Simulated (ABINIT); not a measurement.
## A GW chain in ABINIT: LiGeN (P6_3mc)

Wanted: ground state, empty states, screening and self-energy for LiGeN (P6_3mc).

Main program and level: ABINIT 10.8.3; PBE and many-body steps on it, plane waves.

## Step 1: Starting point

The structure is hexagonal, space group P6_3mc (No. 186). Conventional cell: a = 3.012 Å, b = 3.012 Å, c = 9.419 Å, α = 90.00°, β = 90.00°, γ = 120.00°. Nearest to Li lie 3 N at 2.18 Å. Nearest to Ge lie 3 N at 2.00 Å. N has 3 Ge at 2.00 Å and 3 Li at 2.18 Å nearest. Farther neighbours and most contacts between anions are not listed.

The cell and positions are those that the Materials Project relaxed with its own functionals (PBE, PBE+U or r2SCAN), kept fixed.

## Step 2: Ground state

This step: ABINIT 10.8.3; DFT, PBE with spin-orbit coupling, plane waves, norm-conserving pseudopotentials.

The ground-state density comes first.

Input file run.abi:

```
acell 3*1.0 Angstrom
rprim 
  3.012408535488 -0.000000000022 0.000000000000
  -1.506204267725 2.608822318321 0.000000000000
  0.000000000000 0.000000000000 9.419459000000
ntypat 3
znucl 3 32 7
natom 6
typat 1 1 2 2 3 3
xred 
  0.666666666667 0.333333333333 0.743392000000
  0.333333333333 0.666666666667 0.243392000000
  -0.000000000000 -0.000000000000 0.498023000000
  -0.000000000000 -0.000000000000 0.998023000000
  0.333333333333 0.666666666667 0.603223000000
  0.666666666667 0.333333333333 0.103223000000
pp_dirpath "pseudos"
pseudos "Li.upf, Ge.upf, N.upf"
ecut 56
nspinor 2
ngkpt 6 6 2
nshiftk 1
shiftk 0 0 0
kptopt 1
chksymbreak 0
nband 74
occopt 1
tolvrs 1e-10
nstep 60
prtwf 0
optforces 0
optstress 0
indata_prefix "in"
outdata_prefix "out"
tmpdata_prefix "tmp"
```

Launch:

```
> OMP_NUM_THREADS=1 mpirun -n 8 abinit run.abi > log
```

Numbers of over 12 decimals in the logs are rounded to 6 here.

The log of the run:

```text
.Version 10.8.3 of ABINIT. v10.8.2 released Aug 2026.

 Symmetries : space group P6_3 m c (#186); Bravais hP (primitive hexag.)
================================================================================
 Values of the parameters that define the memory need of the present run
     intxc =       0    ionmov =       0      iscf =       7    lmnmax =      14
     lnmax =      14     mgfft =     120  mpssoang =       5    mqgrid =    5997
     natom =       6  nloc_mem =       1    nspden =       1   nspinor =       2
    nsppol =       1      nsym =      12    n1xccc =    2501    ntypat =       3
    occopt =       1   xclevel =       2
-    mband =          74        mffmem =           1         mkmem =           2
       mpw =       10115          nfft =      192000          nkpt =          14
================================================================================
  Rough estimation (10% accuracy) of disk space for files :
================================================================================

--------------------------------------------------------------------------------
------------- Echo of variables that govern the present computation ------------
--------------------------------------------------------------------------------
 -outvars: echo values of preprocessed input variables --------
            acell      1.8897261259E+00  1.8897261259E+00  1.8897261259E+00 Bohr

      chksymbreak           0
             ecut      5.60000000E+01 Hartree
-          fftalg         312

              ixc     -101130
              kpt      0.00000000E+00  0.00000000E+00  0.00000000E+00
                       1.66666667E-01  0.00000000E+00  0.00000000E+00
                       3.33333333E-01  0.00000000E+00  0.00000000E+00
                       5.00000000E-01  0.00000000E+00  0.00000000E+00
                       1.66666667E-01  1.66666667E-01  0.00000000E+00
                       3.33333333E-01  1.66666667E-01  0.00000000E+00
                       3.33333333E-01  3.33333333E-01  0.00000000E+00
                       0.00000000E+00  0.00000000E+00  5.00000000E-01
                       1.66666667E-01  0.00000000E+00  5.00000000E-01
                       3.33333333E-01  0.00000000E+00  5.00000000E-01
                       5.00000000E-01  0.00000000E+00  5.00000000E-01
[...]
kptrlatt        6    0    0      0    6    0      0    0    2
          kptrlen      3.41557627E+01
P           mkmem           2
            natom           6
            nband          74
            ngfft          40      40     120
             nkpt          14
          nspinor           2
            nstep          60
             nsym          12
           ntypat           3
              occ      1.000000  1.000000  1.000000  1.000000  1.000000  1.000000
                       1.000000  1.000000  1.000000  1.000000  1.000000  1.000000
                       1.000000  1.000000  1.000000  1.000000  1.000000  1.000000
                       1.000000  1.000000  1.000000  1.000000  1.000000  1.000000
                       1.000000  1.000000  1.000000  1.000000  1.000000  1.000000
                       1.000000  1.000000  1.000000  1.000000  1.000000  1.000000
                       1.000000  1.000000  1.000000  1.000000  1.000000  1.000000
                       1.000000  1.000000  1.000000  1.000000  1.000000  1.000000
                       1.000000  1.000000  1.000000  1.000000  1.000000  1.000000
                       1.000000  1.000000  1.000000  1.000000  1.000000  1.000000
                       0.000000  0.000000  0.000000  0.000000  0.000000  0.000000
                       0.000000  0.000000  0.000000  0.000000  0.000000  0.000000
                       0.000000  0.000000
        optforces           0
        optstress           0
            prtwf           0
            rprim      3.0124085355E+00 -2.2000000000E-11  0.0000000000E+00
[...]
spgroup         186

           tolvrs      1.00000000E-10

             xred      6.6666666667E-01  3.3333333333E-01  7.4339200000E-01
[...]
znucl        3.00000   32.00000    7.00000

================================================================================

 chkinp: Checking input parameters for consistency.

================================================================================
== DATASET  1 ==================================================================
-   mpi_nproc: 8, omp_nthreads: 1 (-1 if OMP is not activated)

--- !DatasetInfo
iteration_state: {dtset: 1, }
dimensions: {natom: 6, nkpt: 14, mband: 74, nsppol: 1, nspinor: 2, nspden: 1, mpw: 10115, }
cutoff_energies: {ecut:  56.0, pawecutdg:  -1.0, }
electrons: {nelect:   6.00000000E+01, charge:   0.00000000E+00, occopt:   1.00000000E+00, tsmear:   1.00000000E-02, }

 Real(R)+Recip(G) space primitive vectors, cartesian coordinates (Bohr,Bohr^-1):
 R(1)=  5.6926271  0.0000000  0.0000000  G(1)=  0.1756658  0.1014207  0.0000000
 R(2)= -2.8463136  4.9299597  0.0000000  G(2)=  0.0000000  0.2028414  0.0000000
 R(3)=  0.0000000  0.0000000 17.8001978  G(3)=  0.0000000  0.0000000  0.0561792
 Unit cell volume ucvol=  4.9955227E+02 bohr^3
 Angles (23,13,12)=  9.00000000E+01  9.00000000E+01  1.20000000E+02 degrees

 getcut: wavevector=  0.0000  0.0000  0.0000  ngfft=  40  40 120
[...]
nproj     2     2     0     0
     spin-orbit psp
        nprojso     2     0     0
  pspatm : epsatm=    5.21132191
         --- l  ekb(1:nproj) -->
[...]
spin-orbit 1    0.005231    0.001392
 pspatm: atomic psp has been read  and splines computed

   3.56480846E+03                                ecore*ucvol(ha*bohr**3)
--------------------------------------------------------------------------------

_setup2: Arith. and geom. avg. npw (full set) are    9998.736    9998.707

================================================================================

--- !BeginCycle
iteration_state: {dtset: 1, }
solver: {iscf: 7, nstep: 60, nline: 4, wfoptalg: 0, }
tolerances: {tolvrs: 1.00E-10, }

     iter   Etot(hartree)      deltaE(h)  residm     vres2
 ETOT  1  -590.25534243761    -5.903E+02 7.637E-01 7.824E+03
 ETOT  2  -593.33193168420    -3.077E+00 2.287E-02 1.265E+04
 ETOT  3  -594.60767181397    -1.276E+00 1.784E-02 4.406E+02
 ETOT  4  -594.62250707578    -1.484E-02 9.682E-03 2.570E+02
 ETOT  5  -594.63058879483    -8.082E-03 2.464E-03 1.166E+02
 ETOT  6  -594.63712379436    -6.535E-03 2.300E-03 1.068E+01
 ETOT  7  -594.63778377583    -6.600E-04 2.069E-03 2.668E+00
 ETOT  8  -594.63798215944    -1.984E-04 1.400E-03 5.044E-03
 ETOT  9  -594.63798200726     1.522E-07 5.171E-04 8.728E-03
 ETOT 10  -594.63798255826    -5.510E-07 7.845E-04 2.222E-05
 ETOT 11  -594.63798256062    -2.361E-09 9.434E-04 1.247E-07
 ETOT 12  -594.63798256062    -3.638E-12 4.075E-04 5.395E-09
 ETOT 13  -594.63798256061     1.535E-11 1.108E-03 1.811E-10
 ETOT 14  -594.63798256066    -4.695E-11 2.260E-04 6.777E-12

 At SCF step   14       vres2   =  6.78E-12 < tolvrs=  1.00E-10 =>converged.

--- !ResultsGS
iteration_state: {dtset: 1, }
comment   : Summary of ground state results
lattice_vectors:
- [  5.6926271,  -0.0000000,   0.0000000, ]
- [ -2.8463136,   4.9299597,   0.0000000, ]
- [  0.0000000,   0.0000000,  17.8001978, ]
lattice_lengths: [   5.69263,    5.69263,   17.80020, ]
lattice_angles: [ 90.000,  90.000, 120.000, ] # degrees, (23, 13, 12)
lattice_volume:   4.9955227E+02
convergence: {deltae: -4.695E-11, res2:  6.777E-12, residm:  2.260E-04, diffor:  0.000E+00, }
etotal    :  -5.94637983E+02
entropy   :   0.00000000E+00
fermie    :   1.98436912E-01
cartesian_stress_tensor: null
pressure_GPa: null
xred      :
- [  6.6667E-01,   3.3333E-01,   7.4339E-01, Li]
- [  3.3333E-01,   6.6667E-01,   2.4339E-01, Li]
- [  0.0000E+00,   0.0000E+00,   4.9802E-01, Ge]
- [  0.0000E+00,   0.0000E+00,   9.9802E-01, Ge]
- [  3.3333E-01,   6.6667E-01,   6.0322E-01,  N]
- [  6.6667E-01,   3.3333E-01,   1.0322E-01,  N]
cartesian_forces: null
force_length_stats: {min: null, max: null, mean: null, }

 Integrated electronic density in atomic spheres:
 ------------------------------------------------
 Atom  Sphere_radius  Integrated_density
[...]
================================================================================

 ----iterations are completed or convergence reached----

 Mean square residual over all n,k,spin=   89.579E-08; max=  22.603E-05
 reduced coordinates (array xred) for    6 atoms
[...]
0.333333333333      0.666666666667      0.243392000000
       0.000000000000      0.000000000000      0.498023000000
       0.000000000000      0.000000000000      0.998023000000
       0.333333333333      0.666666666667      0.603223000000
       0.666666666667      0.333333333333      0.103223000000
 rms dE/dt=  0.0000E+00; max dE/dt=  0.0000E+00; dE/dt below (all hartree)
    1       0.000000000000      0.000000000000      0.000000000000
    2       0.000000000000      0.000000000000      0.000000000000
    3       0.000000000000      0.000000000000      0.000000000000
    4       0.000000000000      0.000000000000      0.000000000000
    5       0.000000000000      0.000000000000      0.000000000000
    6       0.000000000000      0.000000000000      0.000000000000

 cartesian coordinates (angstrom) at end:
    1      1.506204     0.869607     7.002350
    2      1.267e-11     1.739215     2.292621
    3      0.000000     0.000000     4.691107
    4      0.000000     0.000000     9.400837
    5      1.267e-11     1.739215     5.682034
    6      1.506204     0.869607     0.972305
 length scales=  1.889726125908  1.889726125908  1.889726125908 bohr
              =  1.000000000000  1.000000000000  1.000000000000 angstroms
 prteigrs : about to open file out_EIG
 Fermi (or HOMO) energy (hartree) =   0.19844   Average Vxc (hartree)=  -0.38288
 Eigenvalues (hartree) for nkpt=  14  k points:
 kpt#   1, nband= 74, wtk=  0.01389, kpt=  0.0000  0.0000  0.0000 (reduced coord)
  -5.79288   -5.79288   -5.79288   -5.79288   -3.95669   -3.95669   -3.95669   -3.95669
  -3.80076   -3.80076   -3.80076   -3.80076   -3.79839   -3.79839   -3.79839   -3.79839
  -1.46194   -1.46194   -1.46194   -1.46194   -0.69770   -0.69770   -0.69769   -0.69769
  -0.69370   -0.69370   -0.69370   -0.69370   -0.67728   -0.67728   -0.67727   -0.67727
  -0.67268   -0.67268   -0.67268   -0.67268   -0.67250   -0.67250   -0.67250   -0.67250
  -0.40641   -0.40641   -0.40515   -0.40515   -0.08266   -0.08266   -0.05725   -0.05725
   0.11105    0.11105    0.15727    0.15727    0.15732    0.15732    0.15831    0.15831
   0.15835    0.15835    0.18786    0.18786    0.29327    0.29327    0.32836    0.32836
   0.46296    0.46296    0.47750    0.47750    0.49779    0.49781    0.50285    0.50288
   0.50635    0.50668
 prteigrs : prtvol=0 or 1, do not print more k-points.

--- !EnergyTerms
iteration_state     : {dtset: 1, }
comment             : Components of total free energy in Hartree
kinetic             :  2.93446435980323E+02
hartree             :  2.75884464901611E+02
xc                  : -6.47661916136394E+01
Ewald energy        : -2.45298284382412E+02
psp_core            :  7.13600699649443E+00
local_psp           : -7.06556736915393E+02
non_local_psp       : -1.54483677527641E+02
total_energy        : -5.94637982560656E+02
total_energy_eV     : -1.61809238199889E+04
band_energy         : -8.93244437952792E+01

== END DATASET(S) ==============================================================
================================================================================

 -outvars: echo values of variables after computation  --------
           etotal     -5.9463798256E+02
            nband          74
             nkpt          14
          spgroup         186
 [... the other variables as echoed above ...]

 Calculation completed.
```

The job ended after 6.4 min (8 MPI ranks of Arm Neoverse V1, shared host; peak memory 1.3 GiB).

Numbers from this step:

- total energy: -16180.9238 eV
- gap: 1.457 eV
- k of the valence top: 0.1667, 0.1667, 0
- k of the conduction bottom: 0.5, 0, 0
- least direct gap: 2.452 eV

The gap is indirect, with the least direct gap 1.00 eV higher.

[end of part 1 of 3]

[Paths, hosts, dates, memory and timing lines, banners, echoed tables and standing remarks are left out of the program output.]

[Logs are printed without paths, hosts, clocks, repeated set-up lines and the standing remarks that a program may print on its own settings, such as how far it seeks lower states.]

[Runs of the session that timed out or met a known fault of the program may be left out.]

[Hosts, paths, dates, database ids (printed as entryN), source tags and the programs' standing remarks are cut or masked in the printed files.]

[G0W0 gaps are taken among the corrected bands and points alone; a level outside them can change the order at an edge.]

[Where Ansatz stands beside ABINIT at settings called matched, ABINIT's density can come from a denser mesh and the files from another edition; pairs whose starting gaps differed by over 0.03 eV were left out, so agreement reads better than it is.]
